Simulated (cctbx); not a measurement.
**Diagnosing a refinement**

Cell a = 4.8370 Å, b = 18.9500 Å, c = 4.6330 Å, α = 90.00°, β = 90.00°, γ = 90.00°; space group Cmcm (no. 63). The compound is PrCuPb2.

Simulated single-crystal data (cctbx): Mo Kα, λ = 0.71073 Å, to d = 0.75 Å, 70 % of the full sphere, strongest reflection 40000 counts, noise from counting, a 6 % proportional error and a noise floor of 4 counts (s.d.); no absorption.

An anisotropic refinement with weights 1/σ² prints:

```text
Rint 0.046, 327 unique reflections to 0.75 A
cycle     R1     wR2    GooF  max shift (A)
   1  0.0200  0.0579   1.459   0.00120
   2  0.0167  0.0445   1.123   0.00000
final R1 0.0167 wR2 0.0445 GooF 1.123  parameters 16  data/parameter 20.4
atom        x        y        z      Ueq    occ   su(xyz)  su(Uiso or U11)
Pb1    0.50000  0.03910  0.75000   0.0049  1.000  0.00001  0.0002
Au1    0.00000  0.25009  0.75000   0.0058  1.000  0.00002  0.0002
Pr1    0.50000  0.39246  0.75000   0.0072  1.000  0.00002  0.0003
Cu1    0.50000  0.17555  0.75000   0.0103  1.000  0.00006  0.0006
difference map: max 1.27 min -1.14 rms 0.37
Q1    0.0905  0.4291  0.0763   16    1.34  1.10 A from Pb1
Q2    0.0000  0.4079  0.7500    4    1.31  2.44 A from Pr1
Q3    0.0000  0.1522  0.7500    4    1.30  1.85 A from Au1
Q4    0.0000  0.2696  0.6043    8    1.27  0.77 A from Au1
Q5    0.0657  0.0833  0.1064   16    1.17  0.87 A from Pr1
Q6    0.0000  0.3684  0.7500    4    1.14  2.24 A from Au1
```

**Question.** Can this result stand? If not, what is the likely fault?

Mend it. The fault: wrong element: Au1 is Pb. Against the right model at the same level, R1 goes from 0.0160 to 0.0167 and GooF from 0.96 to 1.12. Au1 has 3 electrons too few and its U shrinks to make up, as expected.

The compound is PrCuPb2. The right model at the same level gives:

```text
Rint 0.046, 327 unique reflections to 0.75 A
cycle     R1     wR2    GooF  max shift (A)
   1  0.0178  0.0462   1.164   0.00014
   2  0.0160  0.0380   0.957   0.00000
final R1 0.0160 wR2 0.0380 GooF 0.957  parameters 16  data/parameter 20.4
atom        x        y        z      Ueq    occ   su(xyz)  su(Uiso or U11)
Pb1    0.50000  0.03910  0.75000   0.0045  1.000  0.00001  0.0002
Pb2    0.00000  0.25010  0.75000   0.0060  1.000  0.00001  0.0002
Pr1    0.50000  0.39248  0.75000   0.0066  1.000  0.00002  0.0002
Cu1    0.50000  0.17550  0.75000   0.0095  1.000  0.00005  0.0005
difference map: max 1.41 min -1.16 rms 0.37
Q1    0.0000  0.2716  0.5975    8    1.44  0.82 A from Pb2
Q2    0.0000  0.4145  0.2500    4    1.36  0.88 A from Pb1
Q3    0.0931  0.4285  0.0662   16    1.26  1.14 A from Pb1
Q4    0.0000  0.4962  0.2500    4    1.25  0.67 A from Pb1
Q5    0.0000  0.0898  0.1374    8    1.17  0.62 A from Pr1
Q6    0.0000  0.1539  0.7500    4    1.05  1.82 A from Pb2
```

Isotropic U is held between 0.0001 and 1 Å² by the program, and listed peak heights are interpolated, so they can pass the grid's maximum.

The model was made for the exercise: a known structure type with other elements put in, its volume estimated, not relaxed; displacement parameters are assumed.

[Middle refinement cycles are left out of these outputs.]

[Logs are printed without paths, hosts, clocks, repeated set-up lines and the standing remarks that a program may print on its own settings, such as how far it seeks lower states.]
